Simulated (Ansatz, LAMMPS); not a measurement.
# Molecular dynamics of a frame of glassy nearly rigid 56P2O5-19MgO-19BaO-6Cr2O3 (mol %) from 1800 K, run at 300 K (80 atoms), part 2 of 2

Aim: follow a frame of glassy nearly rigid 56P2O5-19MgO-19BaO-6Cr2O3 (mol %) from 1800 K, run at 300 K (80 atoms) for a short time with forces from DFT, then look at structure and electrons in the last frame.

Ansatz 0.2.0; Kohn-Sham DFT, PBE, PAW (set soft_2), plane waves.

The cell: 18 P, 3 Mg, 3 Ba, 2 Cr and 54 O. The starting topology of bonds comes from the classical model. The cell was made at 1800 K but the dynamics is set to 300 K: the trajectory isn't one at 1800 K. Without a Hubbard term or exact exchange, open shells on Cr are likely too delocalised. Sampling is at Γ alone, for a cell whose shortest periodic width is 11 Å.

So far, density (g/cm³): step 4 (local order late in the run) 2.83.

## (5) Single point at the last frame

The last frame is solved once more, with the analyses that the dynamics left out.

Input file input.yaml:

```yaml
crystal:
  lattice:
    - [10.56752, 0.0, 0.0]
    - [0.0, 10.56752, 0.0]
    - [0.0, 0.0, 10.56752]
  atoms:
    - { symbol: P, position: [0.23119, 0.20947, 0.69804] }
    - { symbol: P, position: [0.88917, 0.78572, 0.49666] }
    - { symbol: P, position: [0.72882, 0.31312, 0.28168] }
    - { symbol: P, position: [0.05522, 0.43116, 0.64761] }
    [... 70 atom lines left out ...]
    - { symbol: O, position: [0.20833, 0.207, 0.85187] }
    - { symbol: O, position: [0.79811, 0.09472, 0.74677] }
    - { symbol: O, position: [0.40703, 0.33289, 0.97372] }
    - { symbol: O, position: [0.3668, 0.18708, 0.66887] }
    - { symbol: O, position: [0.33342, 0.56328, 0.48442] }
    - { symbol: O, position: [0.02202, 0.37776, 0.13571] }
magnetization:
  spin_polarized: true
kpoints:
  mp_grid: { grid: [1, 1, 1] }
hamiltonian:
  xc: pbe
scf:
  occupations: { method: gaussian, width: 0.05 }
  lower_state_search: "off"
output:
  forces: true
  stress: true
  populations: true
  dos:
    method: { smearing: { sigma: 0.15 } }
    de: 0.1
    projected: { site_lists: { Ba: [Ba], Cr: [Cr], Mg: [Mg], O: [O], P: [P] } }
  eigenvalues: true
  write_density: true
  write_potential: true
  volumetric_format: npy
```

Run with:

```
$ ansatz run input.yaml --threads 8 --pin off --max-ram 15872MiB --backend cpu --events-out ev --progress --plain --runs-dir out
```

Run time: 61 s. Hardware: 8 threads of Arm Neoverse N1, shared host; peak memory 2.4 GiB; 7.8 min of CPU time.

Read from the output:

```yaml
free_energy: -74656.4956 eV
free_energy_per_atom: -933.2062 eV/atom
scf_cycles: 24
pressure: -1.123 GPa
r_m_s_force_component: 0.9897 eV/Å
longest_force: 3.722 eV/Å
fermi_energy: 4.164 eV
levels_partly_filled_by_over_2_per_cent: 2
total_moment: 0.2261 μB
absolute_moment: 6.473 μB
spilling_of_the_projection: 0.01586
```

Neighbours are counted within 2.11 Å (O-P), 3.43 Å (O-Ba), 2.48 Å (O-Mg), 2.73 Å (O-Cr), the cutoffs taken from the dynamics.

Length of the force by element and coordination:

```
element  coordination  atoms  mean length of the force (eV/Å)  spread  least   most
     Ba           all      3                            0.873   0.323  0.419   1.15
     Ba             6      1                             1.15       0   1.15   1.15
     Ba             7      1                             1.05       0   1.05   1.05
     Ba             8      1                            0.419       0  0.419  0.419
     Cr           all      2                             1.36   0.226   1.14   1.59
     Cr             5      1                             1.59       0   1.59   1.59
     Cr             6      1                             1.14       0   1.14   1.14
     Mg           all      3                             1.07  0.0699  0.996   1.16
      O           all     54                             1.45   0.695  0.231   3.72
      O             1      4                             1.47   0.487  0.979   1.97
      O             2     38                             1.46   0.779  0.231   3.72
      O             3     12                             1.41   0.414  0.782   2.32
      P           all     18                             2.00   0.871  0.901   3.51
```

Löwdin charges by element and coordination (they lack the spilled electrons, 0.100 e an atom on average):

```
element  coordination  atoms  mean charge (e)  spread   least    most
     Ba           all      3             1.81  0.0026    1.81    1.81
     Ba             6      1             1.81       0    1.81    1.81
     Ba             7      1             1.81       0    1.81    1.81
     Ba             8      1             1.81       0    1.81    1.81
     Cr           all      2             1.40  0.0154    1.39    1.42
     Cr             5      1             1.39       0    1.39    1.39
     Cr             6      1             1.42       0    1.42    1.42
     Mg           all      3             1.64  0.0057    1.64    1.65
      O           all     54           -0.813  0.0856  -0.990  -0.682
      O             1      4           -0.785  0.0442  -0.846  -0.724
      O             2     38           -0.791  0.0776  -0.945  -0.682
      O             3     12           -0.891  0.0738  -0.990  -0.762
      P           all     18             2.15  0.0358    2.11    2.26
```

Magnetic moments by element and coordination:

```
element  coordination  atoms  mean moment (μB)  spread    least     most
     Ba           all      3           -2.0e-4  3.0e-4  -6.0e-4   1.0e-4
     Ba             6      1                 0       0        0        0
     Ba             7      1            1.0e-4       0   1.0e-4   1.0e-4
     Ba             8      1           -6.0e-4       0  -6.0e-4  -6.0e-4
     Cr           all      2            0.0538    2.31    -2.25     2.36
     Cr             5      1              2.36       0     2.36     2.36
     Cr             6      1             -2.25       0    -2.25    -2.25
     Mg           all      3                 0  1.0e-4  -1.0e-4   1.0e-4
      O           all     54           -8.0e-4   0.004  -0.0172   0.0124
      O             1      4           -0.0012  0.0016  -0.0039   1.0e-4
      O             2     38           -7.0e-4  0.0036  -0.0172   0.0063
      O             3     12           -9.0e-4  0.0057  -0.0106   0.0124
      P           all     18           -1.0e-4  9.0e-4  -0.0016    0.002
```

Density of states as counts of states in windows of 1 eV (from the Fermi level), total and the larger projections:

```
from (eV)  to (eV)  total up  total down   O p  P p  O s  Cr d  Ba p
      -18      -17       1.9         2.0   0.1  0.8  2.9   0.0   0.0
      -17      -14       0.0         0.0   0.0  0.0  0.0   0.0   0.0
      -14      -13       1.2         1.2   1.3  0.3  0.3   0.0   0.0
      -13      -12       5.7         5.8   4.0  1.0  0.8   0.0   4.6
      -12      -11       9.7         9.7   4.3  1.0  0.8   0.0  12.4
      -11      -10       4.3         4.3   5.4  1.6  0.7   0.0   0.1
      -10       -9       3.5         3.4   4.4  1.3  0.5   0.0   0.0
       -9       -8       4.9         4.8   6.5  1.6  0.7   0.1   0.0
       -8       -7       9.7        10.0  13.4  2.2  2.3   0.4   0.0
       -7       -6      16.1        16.0  23.4  3.6  3.3   0.4   0.1
       -6       -5      19.1        19.0  29.9  3.3  2.8   0.4   0.1
       -5       -4      20.5        20.7  35.9  1.8  1.5   0.7   0.1
       -4       -3      29.3        29.2  52.7  2.0  1.0   1.0   0.1
       -3       -2      27.9        27.8  51.9  1.2  0.4   0.7   0.1
       -2       -1      17.2        16.7  31.4  0.5  0.2   1.1   0.0
       -1        0       4.9         4.8   6.2  0.1  0.1   3.1   0.0
        0        1       1.5         0.6   0.5  0.0  0.1   1.3   0.0
        1        2       0.3         3.3   0.5  0.1  0.1   2.8   0.0
        2        3       4.5         4.5   1.0  0.3  0.6   6.0   0.0
        3        4       2.8         1.5   0.7  0.5  0.6   0.8   0.0
        4        5       6.9         6.9   1.7  1.8  1.2   0.1   0.0
```

Between -26 and -18 eV lie 104 more states.

The stored curve holds about 456 of the 502 electrons; the rest, give or take the few that broadening carries across the Fermi level, lie in deeper levels below its range.

The levels nearest the highest filled one (over half full), pooled over k-points and spins:

```
level less the highest filled one (eV)  occupation
                                -0.868           1
                                -0.852           1
                                -0.788           1
                                -0.428           1
                                -0.171           1
                                     0       0.887
                                0.0856       0.113
                                 0.951           0
                                  1.54           0
                                  1.78           0
                                  1.98           0
                                  1.99           0
```

Mean Löwdin charges: Ba +1.81, Cr +1.40, Mg +1.64, O -0.81, P +2.15 e (they miss 1.6 % of the electrons, so they add up to more than the cell's charge). The cell holds a total moment of 0.226 μB, from site moments of up to 2.4 μB that point both ways; no search proves this magnetic order the lowest. Within 0.4 eV of the Fermi level the largest share is Cr d (68 % of the projected weight).

## (6) Results

```yaml
mean_temperature_second_half: 687.2 K
temperature_swing_second_half: 77.79 K
mean_pressure_second_half: -1.85 GPa
free_energy_per_atom: -933.2062 eV/atom
pressure: -1.123 GPa
r_m_s_force_component: 0.9897 eV/Å
wall_time_of_the_3_dft_runs: 49 min
```

**Reading.** Over the second half of 130 fs the temperature averages 687 K, falling from about 762 to 591 K (means over the first and last quarter of that half). The mean temperature of 687 K lies well off the 300 K of the input, so the thermostat hasn't yet brought the run to equilibrium. The count of bonds goes from 116 in the first frame to 116 in the last, by one set of cutoffs: 5 pairs passed out of them and 5 came within. The run spans 0.13 ps, too short for its means to be equilibrium values. Counting bonds as in the table, 50 % of Cr atoms have 5 and as many 6, all Mg atoms have 4 and 70 % of O atoms have 2 bonded neighbours. Counting bonds to P alone, not to Cr, 33 % of the oxygens join two of these atoms and 67 % one.

2 levels are partly filled by over 2 % (at Γ alone), and the list of levels jumps by 0.87 eV between +0.09 and +0.95 eV: the Fermi level sits among few, sparse states, as in an open d or f shell, at a band edge, among defect levels or in a metal whose levels bunch into shells on a coarse mesh. The cell holds a total moment of 0.226 μB, from site moments of up to 2.4 μB that point both ways; no search proves this magnetic order the lowest.

**Limits.** In the spin-polarised runs the search for a state of lower energy was switched off. The starting topology of bonds comes from the classical model; in DFT 5 of its 116 bonded pairs passed out of the cutoffs and 5 came within them. The run was spin polarised, started with 1 moments up and 1 down in a pattern of our own, ending at 0.2 μB in the cell; that starting order needn't be the real material's, and it bears on forces, charges and levels. The pressure of a single frame lacks the kinetic term, about 0.64 GPa here.

[Logs are printed without paths, hosts, clocks, repeated set-up lines and the standing remarks that a program may print on its own settings, such as how far it seeks lower states.]

[Hosts, paths, dates, database ids (printed as entryN), source tags and the programs' standing remarks are cut or masked in the printed files.]
